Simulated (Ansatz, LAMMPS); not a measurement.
**A faulty run on liquid pyrrole at 320 K (80 atoms)**

Program: Ansatz 0.2.0. The cell: 32 C, 8 N and 40 H.

input.yaml

```yaml
crystal:
  lattice:
    - [9.72174, 0.0, 0.0]
    - [0.0, 9.72174, 0.0]
    - [0.0, 0.0, 9.72174]
  atoms:
    - { symbol: C, position: [0.69772, 0.04613, 0.72079] }
    - { symbol: C, position: [0.63472, 0.93427, 0.65911] }
    - { symbol: C, position: [0.53332, 0.89265, 0.74578] }
    - { symbol: "N", position: [0.53192, 0.97465, 0.85905] }
    - { symbol: C, position: [0.6317, 0.0723, 0.84123] }
    - { symbol: H, position: [0.77888, 0.10613, 0.6778] }
    - { symbol: H, position: [0.66597, 0.88475, 0.56603] }
    - { symbol: H, position: [0.46493, 0.80834, 0.73777] }
    - { symbol: H, position: [0.46704, 0.95844, 0.9404] }
    - { symbol: H, position: [0.64043, 0.147, 0.91866] }
    - { symbol: C, position: [0.15155, 0.97722, 0.01174] }
    - { symbol: C, position: [0.16857, 0.99401, 0.86761] }
    - { symbol: C, position: [0.03899, 0.97454, 0.80994] }
    - { symbol: "N", position: [0.9429, 0.94923, 0.90557] }
    - { symbol: C, position: [0.01428, 0.94957, 0.02802] }
    - { symbol: H, position: [0.23919, 0.99428, 0.08477] }
    - { symbol: H, position: [0.25767, 0.01957, 0.81381] }
    - { symbol: H, position: [0.01254, 0.9812, 0.70382] }
    [... 56 atom lines left out ...]
    - { symbol: C, position: [0.94723, 0.54611, 0.902] }
    - { symbol: H, position: [0.73503, 0.58764, 0.82254] }
    - { symbol: H, position: [0.76946, 0.357, 0.68444] }
    - { symbol: H, position: [0.0146, 0.24511, 0.7786] }
    - { symbol: H, position: [0.12588, 0.42904, 0.9337] }
    - { symbol: H, position: [0.98338, 0.62913, 0.96384] }
kpoints:
  mp_grid: { grid: [1, 1, 1] }
hamiltonian:
  xc: pbe
  dispersion: d3bj
scf:
  occupations: { method: fermi_dirac, width: 0.05 }
  eigensolver: { kind: { support_functions: { accuracy: medium, spacing: 0.6 } } }
  max_iter: 60
output:
  forces: true
```

Launch:

```bash
$ ansatz run input.yaml --threads 4 --pin off --max-ram 8192MiB --backend cpu --events-out ev --progress --plain --runs-dir out
```

Numbers of over 12 decimals in the logs are rounded to 6 here.

What it wrote:

```text
Warning: scf.eigensolver.kind.support_functions: disabling space-group detection — the functions' gradient is summed over unrotated k-points, so no spatial operation reduces the k-mesh or symmetrises the density; time reversal is kept, so that k and −k are solved as one point where they differ and the mesh holds both, and exact exchange and, on two spinor components, a DFT+U term hold to it where the run has them: [...]
settings of this run that can trade accuracy for cost: scf.eigensolver.kind.support_functions [...]
Engine: ansatz 0.2.0, aarch64-unknown-linux-gnu
Pseudopotentials: kind: paw
Pseudopotential: C, paw, valence charge 4, recommended cutoff 420 eV (normal), C.paw.azcp
Pseudopotential: N, paw, valence charge 5, recommended cutoff 420 eV (normal), N.paw.azcp
Pseudopotential: H, paw, valence charge 1, recommended cutoff 420 eV (normal), H.paw.azcp
[... 5 lines on functional and potentials left out ...]
Crystal: 80 atoms, lattice volume = 918.823 Å³
Basis set: ecut = 420 eV, 17845 PW (Γ), exchange–correlation on 144×144×144 points (8 copies of the dense FFT grid, shifted against one another)
Bands: 125, of which v1, the nominal top of the filled ones, is band 104 counted from 1 (103 counted from 0)
Symmetry: 1 space group operations
k-points: 1
[... 7 lines on functional and potentials left out ...]
Initial density: superposition of atomic densities (chi_scale 0.1, normalization cell, long waves kept (reshape's long-wave potential 0.33 eV rms))
Initial wavefunctions: pseudopotential atomic-orbital guess
Functional: x = pbe(κ = 0.804, μ = 0.219515), c = pbe(β = 0.066725)
SCF iter   1: F=—  HF=-11582.392176 eV  |F-HF|=—  |Δ(HF+E_count)|=         —  Δρ=1.13e-1  dr2=1.38e2  ethr=1.00e-1
preconditioner: auto → Resta (q_TF=auto, 2.130 Å⁻¹)  ε∞=6.5  [insulator: Δε(μ)=5.113 eV  Ē_g=14.475 eV  σ=0.050 eV  W_gap=1.00  n_scr=146 (ndim 8)  ℏωp=17.0 eV  f_vac=0.096  D(μ)=0.00/eV (n_scr^D=0)  ε∞_Penn≈2.4]
SCF iter   2: F=—  HF=-11601.120387 eV  |F-HF|=—  |Δ(HF+E_count)|=    1.87e1  Δρ=6.17e-2  dr2=2.94e1  ethr=6.63e-2
SCF iter   3: F=—  HF=-11615.249324 eV  |F-HF|=—  |Δ(HF+E_count)|=    1.41e1  Δρ=2.71e-2  dr2=9.14e0  ethr=1.41e-2  κ⁻¹=1.0e0(r=1)
SCF iter   4: F=—  HF=-11614.224408 eV  |F-HF|=—  |Δ(HF+E_count)|=    1.02e0  Δρ=7.57e-3  dr2=1.17e0  ethr=4.39e-3  κ⁻¹=5.1e-2(r=2)
SCF iter   5: F=—  HF=-11614.423059 eV  |F-HF|=—  |Δ(HF+E_count)|=   1.99e-1  Δρ=2.92e-3  dr2=1.00e-1  ethr=5.60e-4  κ⁻¹=6.4e-3(r=3)
SCF iter   6: F=—  HF=-11614.554127 eV  |F-HF|=—  |Δ(HF+E_count)|=   1.31e-1  Δρ=1.47e-3  dr2=3.03e-2  ethr=4.81e-5  κ⁻¹=8.2e-4(r=4)
SCF iter   7: F=—  HF=-11614.611984 eV  |F-HF|=—  |Δ(HF+E_count)|=   5.79e-2  Δρ=4.02e-4  dr2=3.91e-3  ethr=1.46e-5  κ⁻¹=1.0e-4(r=5)
SCF iter   8: F=—  HF=-11614.621245 eV  |F-HF|=—  |Δ(HF+E_count)|=   9.26e-3  Δρ=2.17e-4  dr2=1.03e-3  ethr=1.88e-6  κ⁻¹=2.1e-5(r=6)
SCF iter   9: F=—  HF=-11614.623693 eV  |F-HF|=—  |Δ(HF+E_count)|=   2.45e-3  Δρ=7.95e-5  dr2=1.39e-4  ethr=4.96e-7  κ⁻¹=2.3e-6(r=7)
SCF iter  10: F=—  HF=-11614.624814 eV  |F-HF|=—  |Δ(HF+E_count)|=   1.12e-3  Δρ=3.85e-5  dr2=3.53e-5  ethr=6.67e-8  κ⁻¹=3.2e-6(r=7)
SCF iter  11: F=—  HF=-11614.625499 eV  |F-HF|=—  |Δ(HF+E_count)|=   6.85e-4  Δρ=1.55e-5  dr2=4.76e-6  ethr=1.70e-8  κ⁻¹=4.3e-6(r=7)
SCF iter  12: F=-11614.625954 eV  HF=-11614.625954 eV  |F-HF|=1.96e-7  |Δ(HF+E_count)|=   4.55e-4  Δρ=6.99e-6  dr2=9.12e-7  ethr=2.29e-9
SCF 1 converged in 12 iterations: F = -11614.629437 eV  dr2 = 9.12e-7
[...]
SCF converged after 12 iterations
Stability not checked: this state was not tested for a lower state beside it, because the mixer in use, unlike msr1, does not test its closes by its own steps (another_mixer; see scf.mixing.algorithm and scf.lower_state_search)
Free energy (F): -11614.629437 eV
Harris-Foulkes:  -11614.629437 eV  (|F-HF|=1.96e-7)
Internal energy: -11614.629437 eV  (E = F + TS)
E sigma→0 (E₀):  -11614.629437 eV
Fermi energy:    2.084184 eV
--- Per-component energies (eV) ---
  E_band       = -1645.339388
  E_kinetic    = 4730.498218
  E_local      = -13977.122801  (includes V_loc(G=0)·N_el)
  E_nonlocal   = 855.772442
  E_softening  = 30.030363  (part of E_nonlocal)
  E_grid_corr  = -27.240127  (part of E_nonlocal)
  E_hartree    = 5024.770968
  E_xc         = -2480.309737
  E_vxc        = -3105.436667  (∫ρ·V_xc dr)
  E_paw        = -4045.296191  (= ΣΔE_a)
  E_vpaw       = -198.579312  (= ΣTr[D̂ρ^β])
  E_aug_tail   = -0.037778  (compensation charges beyond the density's cutoff)
  E_ewald      = -1718.531423
  E_disp       = -4.369651  (pairwise vdW)
  E_smearing   = -0.000000  (= −TS)
  E_closure    = -0.000000  (closes the sum)
  E_support_correction = -0.003484  (second-order, or where that is not computed along the SCF)
  E_support_correction_error = 1.7e-8  (of E_support_correction; not in F)
  Σ components = -11614.629437   (vs F -11614.629437, Δ=0.00e0)
--- Forces (eV/Å), atoms counted from 1 ---
  atom   1  C     -4.35461357    -5.86368281     1.82467282
  atom   2  C      3.83824444    -4.10275116    -4.56578736
  atom   3  C     -2.65546254     0.40817093     4.18632708
  atom   4  N     -2.91339379    -2.41985187    -1.97675413
  atom   5  C      3.06932077     3.33492754     2.36178856
  atom   6  H      0.56673338     1.39484486    -1.63150096
  atom   7  H      0.70936279    -0.54570900     0.82463441
  atom   8  H     -0.66967415    -2.06974976    -1.51830625
  atom   9  H     -0.13281905    -1.28063486    -2.12488016
  atom  10  H      0.55667003     0.76689203     1.39295793
  atom  11  C     -1.39915557    -2.32954278    -1.84779483
  atom  12  C     -1.58651502    -3.49373029    -2.92454354
  atom  13  C      1.28551722    -0.38766567    -1.33162949
  atom  14  N      1.68450488     7.56188504    12.16389647
[...]
atom  79  H      0.09204451     1.20604329     2.14512157
  atom  80  H      0.69684782     1.95336302     1.21384706
  max |Σ_I F_I| component: 2.27e1 eV/Å
--- Band table (eV) ---
  k-point 0: bands = ["-20.8182", "-20.7002", "-20.6383", "-20.5083", [... 96 levels ...], "-0.0742", "-0.0333", "0.1835", "0.2243", "3.9254", "4.3709", "4.3835", "4.5357", "4.6528", "4.7510", "4.8708", "4.9523"]
  guard bands above this table: 13 of the run's 125 bands (output.publish_guard_bands: true publishes all)
settings of this run that can trade accuracy for cost: scf.eigensolver.kind.support_functions [...]
```

Wall time 21 s (4 threads of Arm Neoverse V2, shared host); peak memory 1.2 GiB; 80 s of CPU time.

Against a sound run (Kohn-Sham DFT, PBE+D3(BJ), PAW (set soft_2), plane waves):

* r.m.s. difference of force components: 3455 meV/Å
* longest difference of force vectors: 17890 meV/Å
* force difference over r.m.s. force: 333.2 %
* energy difference: 1575 meV/atom

Q: Name the fault and the fix.

A grid far too coarse: support_functions.accuracy = "medium" and support_functions.spacing = 0.6.

The fix is to leave the spacing at the level's default.

The run converged all the same, so the exit status doesn't show the fault.

[Logs are printed without paths, hosts, clocks, repeated set-up lines and the standing remarks that a program may print on its own settings, such as how far it seeks lower states.]

[Hosts, paths, dates, database ids (printed as entryN), source tags and the programs' standing remarks are cut or masked in the printed files.]
